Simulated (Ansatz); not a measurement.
# A hypothetical structure for Ba3Mg

This structure for Ba3Mg is made up. Its elements were placed in a known structure type with a cell scaled to their sizes. What cell does the guess relax to, and how far off was it?

Method: DFT, PBE, plane-wave PAW, files of the set soft_1, scalar-relativistic, no spin, cell and ions relaxed at zero pressure; PAW set soft_1, in Ansatz 0.2.0.

## Step 1: Set-up

The structure is cubic, space group Pm-3m (No. 221). Conventional cell: a = 5.746 Å, b = 5.746 Å, c = 5.746 Å, α = 90.00°, β = 90.00°, γ = 90.00°. Nearest to Ba lie 8 Ba at 4.06 Å and 4 Mg at 4.06 Å. Nearest to Mg lie 12 Ba at 4.06 Å. Farther neighbours are not listed.

## Step 2: Relaxing cell and atoms

The guess takes its coordinates from another compound and its volume from a rule, so the cell and any free coordinates are relaxed together.

Contents of input.yaml:

```yaml
crystal:
  lattice:
    - [5.746, 0.0, 0.0]
    - [0.0, 5.746, 0.0]
    - [0.0, 0.0, 5.746]
  atoms:
    - { symbol: Ba, position: [0.0, 0.5, 0.5] }
    - { symbol: Ba, position: [0.5, 0.0, 0.5] }
    - { symbol: Ba, position: [0.5, 0.5, 0.0] }
    - { symbol: Mg, position: [0.0, 0.0, 0.0] }
kpoints:
  mp_grid: { grid: [5, 5, 5] }
scf:
  occupations: { method: fermi_dirac, width: 0.05 }
hamiltonian:
  xc: pbe
  pseudopotentials: { kind: paw, azcp: { folder: soft_1 } }
relax:
  f_tol: 0.015
  max_steps: 70
  cell: {}
output:
  forces: true
  stress: true
```

Started as:

```bash
ansatz run input.yaml --threads 4 --pin off --max-ram 10240MiB --backend cpu --events-out ev --progress --plain --runs-dir out
```

Numbers of over 12 decimals in the logs are rounded to 6 here.

Output:

```text
Engine: ansatz 0.2.0, aarch64-unknown-linux-gnu
Pseudopotentials: kind: paw
Pseudopotential: Ba, paw, valence charge 10, recommended cutoff 420 eV (normal), soft_1/Ba.paw.azcp
Pseudopotential: Mg, paw, valence charge 10, recommended cutoff 420 eV (normal), soft_1/Mg.paw.azcp
Functional definition: PBE
  parameter kappa = 0.804
  parameter beta = 0.066725
  exchange = pbe_x(kappa = kappa, mu = beta*pi^2/3)
  correlation = pbe_c(beta = beta)
Crystal: 4 atoms, lattice volume = 189.713 Å³
Basis set: ecut = 420 eV, 3743 PW (Γ), exchange–correlation on 80×80×80 points (8 copies of the dense FFT grid, shifted against one another)
Bands: 24, of which v1, the nominal top of the filled ones, is band 20 counted from 1 (19 counted from 0)
Symmetry: 48 space group operations
Space group: Pm-3m (ITA 221), of the structure as read, at distance tolerance 5.7e-5 Å
k-points: 10 of 125
Non-local potential: Ba, projectors of the file, l = 0: 3, l = 1: 2, l = 2: 2, l = 3: 2
Non-local potential: Mg, projectors of the file, l = 0: 3, l = 1: 2, l = 2: 1
PAW form: soft (Blöchl's): semilocal exchange-correlation on the pseudo side does not see the compensation charge
PAW one-centre angular grid: Ba, 194 points (default); XC on 64 Gauss nodes
PAW one-centre angular grid: Mg, 110 points (default); XC on 64 Gauss nodes
Initial density: superposition of atomic densities (chi_scale 0.1, normalization cell, long waves kept (reshape's long-wave potential 0.00 eV rms))
Initial wavefunctions: pseudopotential atomic-orbital guess
Functional: x = pbe(κ = 0.804, μ = 0.219515), c = pbe(β = 0.066725)
SCF iter   1: F=—  HF=-19773.376538 eV  |F-HF|=—  |Δ(HF+E_count)|=         —  Δρ=1.70e-2  dr2=2.49e0  ethr=3.10e-3  ⟨swp⟩=7.5  Hψ=1173  notcnv=0
preconditioner: auto → Kerker (q_TF=auto, 2.105 Å⁻¹)  [metal: Δε(μ)=0.049 eV  Ē_g=1.594 eV  σ=0.050 eV  W_gap=0.24  n_scr=26 (ndim 8)  ℏωp=7.6 eV  f_vac=0.000  D(μ)=7.76/eV (n_scr^D=80)]
SCF iter   2: F=—  HF=-19772.949308 eV  |F-HF|=—  |Δ(HF+E_count)|=   4.27e-1  Δρ=1.08e-2  dr2=1.11e0  ethr=3.10e-3  ⟨swp⟩=2.2  Hψ=346  notcnv=0
SCF iter   3: F=—  HF=-19772.673244 eV  |F-HF|=—  |Δ(HF+E_count)|=   2.76e-1  Δρ=2.05e-3  dr2=2.87e-2  ethr=2.76e-3  ⟨swp⟩=2.4  Hψ=325  notcnv=0
SCF iter   4: F=—  HF=-19772.668037 eV  |F-HF|=—  |Δ(HF+E_count)|=   5.21e-3  Δρ=9.14e-4  dr2=3.15e-3  ethr=7.18e-5  ⟨swp⟩=2.0  Hψ=380  notcnv=0
SCF iter   5: F=—  HF=-19772.667639 eV  |F-HF|=—  |Δ(HF+E_count)|=   3.97e-4  Δρ=1.80e-4  dr2=6.62e-5  ethr=7.87e-6  ⟨swp⟩=2.1  Hψ=432  notcnv=0
SCF iter   6: F=—  HF=-19772.667579 eV  |F-HF|=—  |Δ(HF+E_count)|=   5.98e-5  Δρ=6.70e-5  dr2=7.98e-6  ethr=1.65e-7  ⟨swp⟩=2.0  Hψ=447  notcnv=0
SCF iter   7: F=—  HF=-19772.667577 eV  |F-HF|=—  |Δ(HF+E_count)|=   2.61e-6  Δρ=1.52e-5  dr2=1.80e-6  ethr=2.00e-8  ⟨swp⟩=2.0  Hψ=440  notcnv=0
SCF iter   8: F=-19772.667576 eV  HF=-19772.667576 eV  |F-HF|=5.16e-8  |Δ(HF+E_count)|=   3.51e-7  Δρ=3.61e-6  dr2=9.03e-8  ethr=2.50e-10  ⟨swp⟩=3.4  Hψ=970  notcnv=0
SCF 1 converged in 8 iterations: F = -19772.667576 eV  dr2 = 9.03e-8
  greatest PAW one-centre occupation: 1.000 electrons in one spin orbital (limit 2), on the Mg atom at site 3 (counted from 0), in its partial waves of l = 0
relax step   1: F+E_penalty+E_count = -19772.66757634 eV  Δ(F+E_penalty+E_count) = +0.000e0 eV  max|allowed force component| = 7.675e-30 eV/Å  Δτ_max = 0.0000 Å  P = +0.725 GPa  Ω = 189.713 Å³  (8 SCF iters, dr2 threshold 1.00e-7 eV, accepted)
Crystal: 4 atoms, lattice volume = 193.997 Å³
Basis set: ecut = 420 eV, 3791 PW (Γ), exchange–correlation on 80×80×80 points (8 copies of the dense FFT grid, shifted against one another)
Initial density: handed on by an earlier stage of this run
Initial wavefunctions: those handed on with the density
iter 1 solved again at ethr=2.21e-6 eV; its pass at ethr=3.10e-3 eV (dr2=8.84e-4 eV) is discarded
SCF iter   1: F=—  HF=-19772.683351 eV  |F-HF|=—  |Δ(HF+E_count)|=         —  Δρ=4.55e-4  dr2=9.54e-4  ethr=2.21e-6  ⟨swp⟩=2.0  Hψ=1515  notcnv=0
preconditioner: auto → Kerker (q_TF=auto, 2.097 Å⁻¹)  [metal: Δε(μ)=0.048 eV  Ē_g=1.755 eV  σ=0.050 eV  W_gap=0.23  n_scr=26 (ndim 8)  ℏωp=7.5 eV  f_vac=0.000  D(μ)=7.10/eV (n_scr^D=56)]
SCF iter   2: F=—  HF=-19772.683216 eV  |F-HF|=—  |Δ(HF+E_count)|=   1.35e-4  Δρ=2.83e-4  dr2=4.08e-4  ethr=2.21e-6  ⟨swp⟩=1.0  Hψ=240  notcnv=0
SCF iter   3: F=—  HF=-19772.683112 eV  |F-HF|=—  |Δ(HF+E_count)|=   1.04e-4  Δρ=4.27e-5  dr2=6.71e-6  ethr=1.02e-6  ⟨swp⟩=2.2  Hψ=313  notcnv=0
SCF iter   4: F=—  HF=-19772.683065 eV  |F-HF|=—  |Δ(HF+E_count)|=   4.71e-5  Δρ=1.90e-5  dr2=1.25e-6  ethr=1.68e-8  ⟨swp⟩=2.3  Hψ=439  notcnv=0
SCF iter   5: F=-19772.683065 eV  HF=-19772.683065 eV  |F-HF|=1.41e-8  |Δ(HF+E_count)|=   2.53e-7  Δρ=4.67e-6  dr2=4.53e-8  ethr=1.00e-9  ⟨swp⟩=4.9  Hψ=889  notcnv=0
SCF 2 converged in 5 iterations: F = -19772.683065 eV  dr2 = 4.53e-8
relax step   2: F+E_penalty+E_count = -19772.68306480 eV  Δ(F+E_penalty+E_count) = -1.549e-2 eV  max|allowed force component| = 1.249e-30 eV/Å  Δτ_max = 0.0000 Å  P = +0.451 GPa  Ω = 193.997 Å³  energy of the carried Pulay correction = -1.805e-4 eV  (5 SCF iters, dr2 threshold 4.00e-7 eV, accepted)
Crystal: 4 atoms, lattice volume = 201.500 Å³
Basis set: ecut = 420 eV, 3887 PW (Γ), exchange–correlation on 80×80×80 points (8 copies of the dense FFT grid, shifted against one another)
iter 1 solved again at ethr=6.62e-6 eV; its pass at ethr=3.10e-3 eV (dr2=2.65e-3 eV) is discarded
SCF iter   1: F=—  HF=-19772.694448 eV  |F-HF|=—  |Δ(HF+E_count)|=         —  Δρ=7.45e-4  dr2=2.86e-3  ethr=6.62e-6  ⟨swp⟩=2.1  Hψ=1520  notcnv=0
preconditioner: auto → Kerker (q_TF=auto, 2.084 Å⁻¹)  [metal: Δε(μ)=0.083 eV  Ē_g=1.739 eV  σ=0.050 eV  W_gap=0.39  n_scr=26 (ndim 8)  ℏωp=7.4 eV  f_vac=0.000  D(μ)=6.96/eV (n_scr^D=56)]
SCF iter   2: F=—  HF=-19772.694069 eV  |F-HF|=—  |Δ(HF+E_count)|=   3.79e-4  Δρ=4.61e-4  dr2=1.19e-3  ethr=6.62e-6  ⟨swp⟩=1.0  Hψ=240  notcnv=0
SCF iter   3: F=—  HF=-19772.693794 eV  |F-HF|=—  |Δ(HF+E_count)|=   2.75e-4  Δρ=8.28e-5  dr2=2.33e-5  ethr=2.96e-6  ⟨swp⟩=2.1  Hψ=291  notcnv=0
SCF iter   4: F=—  HF=-19772.693779 eV  |F-HF|=—  |Δ(HF+E_count)|=   1.47e-5  Δρ=3.53e-5  dr2=5.27e-6  ethr=5.82e-8  ⟨swp⟩=2.1  Hψ=448  notcnv=0
SCF iter   5: F=—  HF=-19772.693778 eV  |F-HF|=—  |Δ(HF+E_count)|=   8.25e-7  Δρ=1.35e-5  dr2=7.18e-7  ethr=1.32e-8  ⟨swp⟩=2.2  Hψ=307  notcnv=0
SCF iter   6: F=-19772.693778 eV  HF=-19772.693778 eV  |F-HF|=7.88e-9  |Δ(HF+E_count)|=   1.36e-7  Δρ=2.80e-6  dr2=2.55e-8  ethr=1.00e-9  ⟨swp⟩=4.3  Hψ=858  notcnv=0
SCF 3 converged in 6 iterations: F = -19772.693778 eV  dr2 = 2.55e-8
relax step   3: F+E_penalty+E_count = -19772.69377812 eV  Δ(F+E_penalty+E_count) = -1.071e-2 eV  max|allowed force component| = 2.095e-30 eV/Å  Δτ_max = 0.0000 Å  P = +0.031 GPa  Ω = 201.500 Å³  energy of the carried Pulay correction = -4.870e-4 eV  (6 SCF iters, dr2 threshold 4.00e-7 eV, accepted)
Initial wavefunctions: pseudopotential atomic-orbital guess (no wavefunctions were taken with the density)
iter 1 solved again at ethr=2.64e-6 eV; its pass at ethr=3.10e-3 eV (dr2=1.06e-3 eV) is discarded
SCF iter   1: F=—  HF=-19772.693441 eV  |F-HF|=—  |Δ(HF+E_count)|=         —  Δρ=1.89e-4  dr2=1.89e-6  ethr=2.64e-6  ⟨swp⟩=3.0  Hψ=1762  notcnv=0
eigensolver tolerance schedule: the retry pair's looser diagonalisation over-reported the residual by 559.50 of it (diagonalisation noise at 0.91 of the residual, at the tolerance the schedule requests for it); recorded, not acted on — ethr = c·dr2/N_el stays at c = 1.0e-1
preconditioner: auto → Kerker (q_TF=auto, 2.084 Å⁻¹)  [metal: Δε(μ)=0.084 eV  Ē_g=1.734 eV  σ=0.050 eV  W_gap=0.40  n_scr=26 (ndim 8)  ℏωp=7.4 eV  f_vac=0.000  D(μ)=6.92/eV (n_scr^D=56)]
SCF iter   2: F=—  HF=-19772.694001 eV  |F-HF|=—  |Δ(HF+E_count)|=   5.61e-4  Δρ=9.55e-5  dr2=4.29e-7  ethr=4.71e-9  ⟨swp⟩=3.0  Hψ=534  notcnv=0
SCF iter   3: F=—  HF=-19772.694191 eV  |F-HF|=—  |Δ(HF+E_count)|=   1.89e-4  Δρ=8.15e-6  dr2=6.83e-9  ethr=1.07e-9  ⟨swp⟩=2.1  Hψ=432  notcnv=0
SCF iter   4: F=—  HF=-19772.694192 eV  |F-HF|=—  |Δ(HF+E_count)|=   1.33e-6  Δρ=8.11e-7  dr2=1.33e-9  ethr=1.71e-11  ⟨swp⟩=2.0  Hψ=444  notcnv=0
SCF iter   5: F=—  HF=-19772.694192 eV  |F-HF|=—  |Δ(HF+E_count)|=   3.17e-9  Δρ=1.49e-7  dr2=9.09e-11  ethr=3.32e-12  ⟨swp⟩=2.0  Hψ=371  notcnv=0
SCF iter   6: F=-19772.694192 eV  HF=-19772.694192 eV  |F-HF|=1.46e-11  |Δ(HF+E_count)|=    0.00e0  Δρ=6.28e-8  dr2=1.02e-11  ethr=1.00e-12  ⟨swp⟩=4.7  Hψ=879  notcnv=0
SCF 4 converged in 6 iterations: F = -19772.694192 eV  dr2 = 1.02e-11
relax step   4: F+E_penalty+E_count = -19772.69419184 eV  Δ(F+E_penalty+E_count) = -4.137e-4 eV  max|allowed force component| = 3.098e-30 eV/Å  Δτ_max = 0.0000 Å  P = +0.029 GPa  Ω = 201.500 Å³  stress off target by 2.88e-2 GPa  SCF on the basis re-selected at this cell (its energy is not comparable with the rows above)  (6 SCF iters)
basis re-selected at this cell: Δ(F+E_penalty+E_count) = -4.137e-4 eV, ΔP = -0.002 GPa vs the last step (what re-selecting the basis moved, of the pressure what is left beyond the Pulay correction that the steps carried, after the strain that the cell walked since its last selection, with what the two solves' SCF thresholds leave and, on support functions, any second-order correction that the steps lacked; it is no m [...]
SCF converged after 6 iterations
Free energy (F): -19772.694192 eV
Harris-Foulkes:  -19772.694192 eV  (|F-HF|=1.46e-11)
Internal energy: -19772.636436 eV  (E = F + TS)
E sigma→0 (E₀):  -19772.665314 eV
Entropy (-TS):   -0.057756 eV (-14.439 meV/atom)
Fermi energy:    6.157132 eV
--- Per-component energies (eV) ---
  E_band       = -595.526639
  E_kinetic    = 541.113822
  E_local      = -3038.379392  (includes V_loc(G=0)·N_el)
  E_nonlocal   = 476.154006
  E_hartree    = 1003.926291
  E_xc         = -614.635763
  E_vxc        = -410.262638  (∫ρ·V_xc dr)
  E_paw        = -15888.567345  (= ΣΔE_a)
  E_vpaw       = -172.004847  (= ΣTr[D̂ρ^β])
  E_aug_tail   = -0.000163  (compensation charges beyond the density's cutoff)
  E_ewald      = -2252.247892
  E_smearing   = -0.057756  (= −TS)
  E_closure    = 0.000000  (closes the sum)
  Σ components = -19772.694192   (vs F -19772.694192, Δ=0.00e0)
--- Forces (eV/Å), atoms counted from 1 ---
  atom   1  Ba     0.00000000     0.00000000    -0.00000000
  atom   2  Ba    -0.00000000     0.00000000     0.00000000
  atom   3  Ba     0.00000000     0.00000000     0.00000000
  atom   4  Mg    -0.00000000    -0.00000000     0.00000000
  max |Σ_I F_I| component: 2.93e-30 eV/Å
--- Stress (GPa, compression-positive) ---
        0.028817      -0.000000       0.000000
       -0.000000       0.028817       0.000000
        0.000000       0.000000       0.028817
  P = ⅓ Tr σ = 0.0288 GPa (0.288 kbar)
--- Relaxed structure (3 steps of the walk, 3 accepted, 1 SCFs on fresh bases) ---
  F+E_penalty+E_count = -19772.69419184 eV   max|allowed force component| = 3.098e-30 eV/Å   (the final SCF, on the basis selected at the relaxed cell)
  cell:  # Å, volume = 201.5003 Å³
    - [5.862622, 0, 0]
    - [0, 5.862622, 0]
    - [0, 0, 5.862622]
  atoms:
    - { symbol: Ba, position: [0, 0.5, 0.5] }
    - { symbol: Ba, position: [0.5, 0, 0.5] }
    - { symbol: Ba, position: [0.5, 0.5, 0] }
    - { symbol: Mg, position: [0, 0, 0] }
```

It took 2.8 s on 4 threads of Arm Neoverse V2, shared host; peak memory 0.47 GiB.

Step by step:

```tsv
step	energy less that of the first step (eV)	largest force component (eV/Å)	pressure (GPa)	volume (Å³)
1	0.0000	0.0000	0.73	189.71
2	-0.0155	0.0000	0.45	194.00
3	-0.0262	0.0000	0.03	201.50
4*	-0.0266	0.0000	0.03	201.50
```

Relaxation steps marked * repeat the geometry before them on a plane-wave basis chosen anew for their cell, so energy and pressure can jump there.

The run keeps the 48 symmetry operations that it works with, so distortions that break them were not tested.

```tsv
conventional cell, symmetrised	before	after	change
a (Å)	5.746	5.863	+2.0 %
b (Å)	5.746	5.863	+2.0 %
c (Å)	5.746	5.863	+2.0 %
volume (Å³/atom)	47.43	50.38	+6.2 %
```

The relaxed structure:

```xyz
4
Lattice="5.8626 0.0000 0.0000 0.0000 5.8626 0.0000 0.0000 0.0000 5.8626" Properties=species:S:1:pos:R:3 pbc="T T T"
Ba    0.0000    2.9313    2.9313
Ba    2.9313    0.0000    2.9313
Ba    2.9313    2.9313    0.0000
Mg    0.0000    0.0000    0.0000
```

This step gave:

```yaml
free_energy: -19772.6942 eV
energy_at_zero_smearing: -19772.6653 eV
smearing_term_ts: 0.05776 eV
fermi_energy: 6.157 eV
electrons: 40
symmetry_operations: 48
pressure: 0.02882 GPa
```

The shortest distance of each pair, which need not be the same contact before and after:

```tsv
pair	guess (Å)	relaxed (Å)
Ba–Mg	4.063	4.145
Ba–Ba	4.063	4.145
```

The relaxation ends with a pressure of 0.03 GPa.

## Step 3: Results

| Item | Value |
| --- | --- |
| space group, relaxed | Pm-3m |
| conventional cell | a = 5.863, b = 5.863, c = 5.863 Å; α = 90.0°, β = 90.0°, γ = 90.0° |
| volume per atom | 50.38 Å³ (guess 47.43) |

In words: Ba3Mg relaxes to Pm-3m with a = 5.863, b = 5.863 and c = 5.863 Å. The guessed volume was 6 % too small. The space group Pm-3m was held in the relaxation, so the end point is a stationary structure within it and may be a saddle against distortions or other arrangements. Mesh and cutoff weren't tested. Spin-orbit coupling is left out, which can matter for elements this heavy. No dispersion term is used, so weakly bound directions may come out too long. Nothing here tests whether the compound is stable against decomposition.

[Logs are printed without paths, hosts, clocks, repeated set-up lines and the standing remarks that a program may print on its own settings, such as how far it seeks lower states.]

[Hosts, paths, dates, database ids (printed as entryN), source tags and the programs' standing remarks are cut or masked in the printed files.]
